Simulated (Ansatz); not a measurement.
# A failed many-body run on H2CClF (P2_1)

A first try at the G0W0 gap of H2CClF (P2_1), what the program said, and an input that works.

Calculated with Ansatz 0.2.0; G0W0 on PBE, plane waves, PAW; PAW set soft_1.

## 1. The structure

It takes space group P2_1 (No. 4, monoclinic). The conventional cell has a = 5.021 Å, b = 4.148 Å, c = 6.768 Å, α = 90.00°, β = 108.21°, γ = 90.00°. Nearest to H lie 1 C at 1.09 Å. H has 1 C at 1.09 Å nearest. C has 2 H at 1.09 Å and 1 F at 1.38 Å and 1 Cl at 1.79 Å nearest. Cl has 1 C at 1.79 Å nearest. F has 1 C at 1.38 Å nearest. Farther neighbours and most contacts between anions are not listed.

Geometry: measured cell, ions relaxed with PBE. The runs that relaxed it are not among those shown.

## 2. First try

input.yaml

```yaml
crystal:
  lattice:
    - [5.0206, 0.0, 0.0]
    - [0.0, 4.1477, 0.0]
    - [-2.1143188253, 0.0, 6.4288463713]
  atoms:
    - { symbol: H, position: [0.2852960594, 0.3914791351, 0.1553943381] }
    - { symbol: H, position: [0.7147039406, 0.8914791351, 0.8446056619] }
    - { symbol: H, position: [0.5707653094, 0.1078566959, 0.2708502709] }
    - { symbol: H, position: [0.4292346906, 0.6078566959, 0.7291497291] }
    - { symbol: C, position: [0.3460283809, 0.1408088981, 0.1943138297] }
    - { symbol: C, position: [0.6539716191, 0.6408088981, 0.8056861703] }
    - { symbol: Cl, position: [0.1663619786, 0.0024810456, 0.3682784982] }
    - { symbol: Cl, position: [0.8336380214, 0.5024810456, 0.6317215018] }
    - { symbol: F, position: [0.264389849, 0.9578742253, 0.0148699962] }
    - { symbol: F, position: [0.735610151, 0.4578742253, 0.9851300038] }
kpoints:
  mp_grid: { grid: [2, 4, 2] }
hamiltonian:
  xc: pbe
  pseudopotentials: { kind: paw, azcp: { folder: soft_1 } }
scf:
  occupations: { method: fermi_dirac, width: 1.0 }
gw:
  n_empty_bands: 141
  ecut_chi: 60
  qp_bands: [v3, c3]
  qp_kpoints: band_edges
  screening: { model: contour_deformation }
```

The run is started by

```console
> ansatz run input.yaml --threads 2 --pin off --max-ram 92160MiB --backend cuda --events-out ev --progress --plain --runs-dir out --devices 1 --max-vram 13GiB
```

Numbers of over 12 decimals in the logs are rounded to 6 here.

Log:

```text
band count auto-derived: 45, from the close of a first SCF at 30 (N_el = 40.0; filled up to band 20; 30 by the electrons, moments and atoms)
GPUs: using 1 of 1 available (devices: 1).
Engine: ansatz 0.2.0, x86_64-unknown-linux-gnu
Pseudopotentials: kind: paw
Pseudopotential: H, paw, valence charge 1, recommended cutoff 420 eV (normal), soft_1/H.paw.azcp
Pseudopotential: C, paw, valence charge 4, recommended cutoff 420 eV (normal), soft_1/C.paw.azcp
Pseudopotential: Cl, paw, valence charge 7, recommended cutoff 420 eV (normal), soft_1/Cl.paw.azcp
Pseudopotential: F, paw, valence charge 7, recommended cutoff 420 eV (normal), soft_1/F.paw.azcp
Functional definition: PBE
  parameter kappa = 0.804
  parameter beta = 0.066725
  exchange = pbe_x(kappa = kappa, mu = beta*pi^2/3)
  correlation = pbe_c(beta = beta)
device memory: the entry about to start is reckoned to put 1.0 GiB on a device that reports 56.9 GiB free (of which the cap on the GPU budget leaves the run 13.0 GiB)
GPU FFT provider: cuFFT
GPU libraries: cuBLAS 13.8.2, cuFFT 12.4.0, cuSOLVER 12.3.4
Crystal: 10 atoms, lattice volume = 133.874 Å³
Basis set: ecut = 420 eV, 2603 PW (Γ)
Bands: 30, of which v1, the nominal top of the filled ones, is band 20 counted from 1 (19 counted from 0)
Symmetry: 2 space group operations
Space group: P21 (ITA 4), of the structure as read, at distance tolerance 5.1e-5 Å
k-points: 12 of 16 (time reversal used)
Non-local potential: H, projectors of the file, l = 0: 2, l = 1: 1
Non-local potential: C, projectors of the file, l = 0: 2, l = 1: 2, l = 2: 1
Non-local potential: Cl, projectors of the file, l = 0: 2, l = 1: 2, l = 2: 1
Non-local potential: F, projectors of the file, l = 0: 2, l = 1: 2, l = 2: 1
PAW form: soft (Blöchl's): semilocal exchange-correlation on the pseudo side does not see the compensation charge
PAW one-centre angular grid: H, 110 points (default); XC on 64 Gauss nodes
PAW one-centre angular grid: C, 110 points (default); XC on 64 Gauss nodes
PAW one-centre angular grid: Cl, 110 points (default); XC on 64 Gauss nodes
PAW one-centre angular grid: F, 110 points (default); XC on 64 Gauss nodes
Initial density: superposition of atomic densities (chi_scale 0.1, normalization cell, long waves kept (reshape's long-wave potential 0.59 eV rms))
Initial wavefunctions: pseudopotential atomic-orbital guess
GPU buffer pool allocated for 51840 grid points (all kernels)
GPU transforms: local potential and band sums: pruned to the plane-wave sphere, on 36×27×45
Functional: x = pbe(κ = 0.804, μ = 0.219515), c = pbe(β = 0.066725)
SCF iter   1: F=—  HF=-4348.527888 eV  |F-HF|=—  |Δ(HF+E_count)|=         —  Δρ=1.31e-1  dr2=2.37e1  ethr=3.10e-3  ⟨swp⟩=7.2  Hψ=1975  notcnv=0
[...]
GPU FFT provider: cuFFT
GPU libraries: cuBLAS 13.8.2, cuFFT 12.4.0, cuSOLVER 12.3.4
Bands: 45, of which v1, the nominal top of the filled ones, is band 20 counted from 1 (19 counted from 0)
Initial density: handed on by an earlier stage of this run
GPU buffer pool allocated for 51840 grid points (all kernels)
GPU transforms: local potential and band sums: pruned to the plane-wave sphere, on 36×27×45
iter 1 solved again at ethr=4.31e-6 eV; its pass at ethr=3.10e-3 eV (dr2=1.72e-3 eV) is discarded
SCF iter   1: F=—  HF=-4342.063907 eV  |F-HF|=—  |Δ(HF+E_count)|=         —  Δρ=1.01e-5  dr2=1.96e-7  ethr=4.31e-6  ⟨swp⟩=3.1  Hψ=4065  notcnv=0
eigensolver tolerance schedule: the retry pair's looser diagonalisation over-reported the residual by 8782.78 of it (diagonalisation noise at an unbounded share of the residual, at the tolerance the schedule requests for it); recorded, not acted on — ethr = c·dr2/N_el stays at c = 1.0e-1
preconditioner: auto → Resta (q_TF=auto, 2.231 Å⁻¹)  ε∞=2.2  [insulator: Δε(μ)=6.052 eV  Ē_g=17.829 eV  σ=1.000 eV  W_gap=0.90  n_scr=26 (ndim 8)  ℏωp=19.3 eV  f_vac=0.099  D(μ)=0.43/eV (n_scr^D=0)  ε∞_Penn≈2.2]
SCF iter   2: F=-4342.063906 eV  HF=-4342.063906 eV  |F-HF|=1.70e-8  |Δ(HF+E_count)|=   1.19e-6  Δρ=5.05e-6  dr2=2.79e-8  ethr=2.50e-10  ⟨swp⟩=6.8  Hψ=2491  notcnv=0
SCF 2 converged in 2 iterations: F = -4342.063906 eV  dr2 = 2.79e-8
device memory: the entry about to start is reckoned to put 1.7 GiB on a device that reports 54.3 GiB free (of which the cap on the GPU budget leaves the run 13.0 GiB)
NSCF: frozen V_eff on 12 k-points
[...]
device memory: the entry about to start is reckoned to put 2.9 GiB on a device that reports 54.3 GiB free (of which the cap on the GPU budget leaves the run 13.0 GiB)
NSCF: frozen V_eff on 12 k-points
SCF converged after 11 iterations (9 of them on 30 bands)
Free energy (F): -4342.063906 eV
Harris-Foulkes:  -4342.063906 eV  (|F-HF|=1.70e-8)
Internal energy: -4339.895046 eV  (E = F + TS)
E sigma→0 (E₀):  -4340.979476 eV
Entropy (-TS):   -2.168860 eV (-216.886 meV/atom)
Fermi energy:    2.607361 eV
--- Per-component energies (eV) ---
  E_band       = -301.776446
  E_kinetic    = 927.704250
  E_local      = -2730.228363  (includes V_loc(G=0)·N_el)
  E_nonlocal   = 286.363019
  E_hartree    = 985.786883
  E_xc         = -495.474965
  E_vxc        = -587.982392  (∫ρ·V_xc dr)
  E_paw        = -1929.864941  (= ΣΔE_a)
  E_vpaw       = -169.205793  (= ΣTr[D̂ρ^β])
  E_aug_tail   = -0.002837  (compensation charges beyond the density's cutoff)
  E_ewald      = -1384.178092
  E_smearing   = -2.168860  (= −TS)
  E_closure    = 0.000000  (closes the sum)
  Σ components = -4342.063906   (vs F -4342.063906, Δ=0.00e0)
--- Band table (eV; the first three rows and the last of 12) ---
  k-point 0: bands = [... 16 lower, -1.4714, -1.4556, -1.4361, -0.9664, 5.7086, 5.9409, 6.4355, 7.5602, ... 21 higher]
  k-point 1: bands = [... 16 lower, -1.6161, -1.3350, -1.3283, -1.0034, 5.7803, 5.8022, 6.6763, 7.0096, ... 21 higher]
  k-point 2: bands = [... 16 lower, -1.5492, -1.4897, -1.3003, -0.9407, 5.6676, 5.9604, 6.7625, 7.6541, ... 21 higher]
  k-point 11: bands = [... 16 lower, -1.4807, -1.4807, -0.7093, -0.7093, 5.8866, 5.8866, 7.1732, 7.1732, ... 21 higher]
```

The job ended after 6.5 s (1 × NVIDIA H100 80GB HBM3 (shared by 6 runs) with 2 threads of AMD EPYC 7R13 (Zen 3), shared host; peak memory 1 GiB).

In the SCF lines HF is the Harris–Foulkes energy and dr2 the Hartree energy of the density residual, in eV; the loop may stop once dr2 is under the threshold and the program's other checks hold. Hψ counts applications of the Hamiltonian.

**What went wrong?**

The self-consistent loop converged; the step after it was not made.

The fault: smeared occupations of electronvolts. A wide smearing fills conduction states and empties valence ones, so the start is no longer the insulator.

## 3. A better input

G0W0 replaces the xc potential by the self-energy, built once from these orbitals. Only a window of levels is corrected, while the sums run over the empty bands that the input names. This step takes PAW set soft_1 files.

input.yaml, as its differences from that of step 2:

```diff
@@ -22,6 +22,6 @@
 scf:
-  occupations: { method: fermi_dirac, width: 1.0 }
+  occupations: { method: fixed }
 gw:
-  n_empty_bands: 141
-  ecut_chi: 60
+  n_empty_bands: 107
+  ecut_chi: 50
   qp_bands: [v3, c3]
```

Log:

```text
GPUs: using 1 of 1 available (devices: 1).
[...]
GPU FFT provider: cuFFT
GPU libraries: cuBLAS 13.8.2, cuFFT 12.4.0, cuSOLVER 12.3.4
Crystal: 10 atoms, lattice volume = 133.874 Å³
Basis set: ecut = 420 eV, 2603 PW (Γ)
Bands: 30, of which v1, the nominal top of the filled ones, is band 20 counted from 1 (19 counted from 0)
[... 1 set-up line as in the run before ...]
[...]
k-points: 12 of 16 (time reversal used)
[...]
GPU buffer pool allocated for 51840 grid points (all kernels)
[...]
SCF iter   1: F=—  HF=-4347.519654 eV  |F-HF|=—  |Δ(HF+E_count)|=         —  Δρ=1.23e-1  dr2=1.88e1  ethr=3.10e-3  ⟨swp⟩=5.0  Hψ=1531  notcnv=0  defer=95
[...]
SCF iter   9: F=-4341.607932 eV  HF=-4341.607932 eV  |F-HF|=2.15e-8  |Δ(HF+E_count)|=   5.81e-7  Δρ=2.59e-6  dr2=1.09e-8  ethr=2.50e-10  ⟨swp⟩=12.8  Hψ=1916  notcnv=0
SCF 1 converged in 9 iterations: F = -4341.607932 eV  dr2 = 1.09e-8
[...]
0    18     -1.3806   -21.8595     3.0920   -16.9521  0.8190    -3.2305    -3.1958  root
     0    19     -1.3600   -20.8088     2.9738   -15.9887  0.8199    -3.2432    -3.2063  root
     0    20     -0.8927   -21.1926     2.8947   -16.5461  0.8239    -2.6747    -2.6444  root
     0    21      5.7080    -8.7262    -3.3634   -14.4294  0.8444     8.0941     8.0479  root
     0    22      5.9461    -8.8679    -3.4440   -14.6990  0.8415     8.3837     8.3331  root
     0    23      6.4454    -5.9888    -3.1836   -10.7007  0.8633     7.9906     7.9737  root
     1    18     -1.2672   -21.5176     3.0197   -16.6669  0.8224    -3.1326    -3.0982  root
     1    19     -1.2529   -20.8134     2.9614   -16.0130  0.8209    -3.1280    -3.0918  root
[...]
11    20     -0.6492   -21.9100     3.0124   -17.1229  0.8269    -2.4538    -2.4238  root
    11    21      5.8875    -9.3124    -3.4824   -15.2563  0.8404     8.4030     8.3490  root
    11    22      5.8875    -9.3124    -3.4824   -15.2563  0.8404     8.4030     8.3490  root
    11    23      7.1797    -7.0181    -3.4115   -12.4385  0.8539     9.2226     9.1885  root
[key lines of the parts left out:]
SCF converged after 9 iterations
Free energy (F): -4341.607932 eV
Fermi energy:    -0.643257 eV
```

Elapsed: 9.3 s, on 1 × NVIDIA H100 80GB HBM3 (shared by 6 runs) with 2 threads; peak memory 1.1 GiB; 11 s of CPU time.

This step gave:

| Item | Value |
| --- | --- |
| bands summed | 127 |
| RPA ε∞ on this mesh (eigenvalues) | 2.028, 2.037, 2.389 |
| plane waves in the screening matrix | 111 |
| q-points in the mesh | 16 |
| G0W0 gap on the mesh | 10.03 eV |
| k of the valence top | -0.5, -0.5, -0.5 |
| k of the conduction bottom | -0.5, 0, 0 |
| starting gap on the mesh | 5.994 eV |
| Z at the valence top | 0.8269 |
| Z at the conduction bottom | 0.8454 |
| least direct G0W0 gap on the computed points | 10.04 eV |

The gap on the mesh goes from 5.99 eV to 10.03 eV, a correction of +4.04 eV. Between the two edge states, bare exchange in place of the xc potential would open the gap by 10.45 eV, and correlation takes back 6.42 eV.

## 4. What came out

| Quantity | Value |
| --- | --- |
| first try | the many-body step was refused after 6.5 s |
| better run | G0W0 gap on the mesh 10.03 eV (2×4×2 mesh, 107 empty bands, screening to 50 eV, PAW set soft_1 files) |

In words: The second run differs in: empty bands, screening cutoff (eV) and smearing (eV). Bands and cutoff are finite, so the gap is not at the basis limit. The miss can reach some tenths of an eV and take either sign; the mesh is an error of its own. The 2×4×2 mesh is coarse for this cell (its supercell is 10 Å along the shortest edge). The RPA ε∞ on it, from the PBE start, is 2.03, 2.04 and 2.39; such meshes misread the long-range screening, most where the gap is narrow.

[Paths, hosts, dates, memory and timing lines, banners, echoed tables and standing remarks are left out of the program output.]

[Logs are printed without paths, hosts, clocks, repeated set-up lines and the standing remarks that a program may print on its own settings, such as how far it seeks lower states.]

[Runs of the session that timed out or met a known fault of the program may be left out.]

[Cells called generated may have been cut or substituted from an entry of the Crystallography Open Database or the Materials Project.]

[Hosts, paths, dates, database ids (printed as entryN), source tags and the programs' standing remarks are cut or masked in the printed files.]
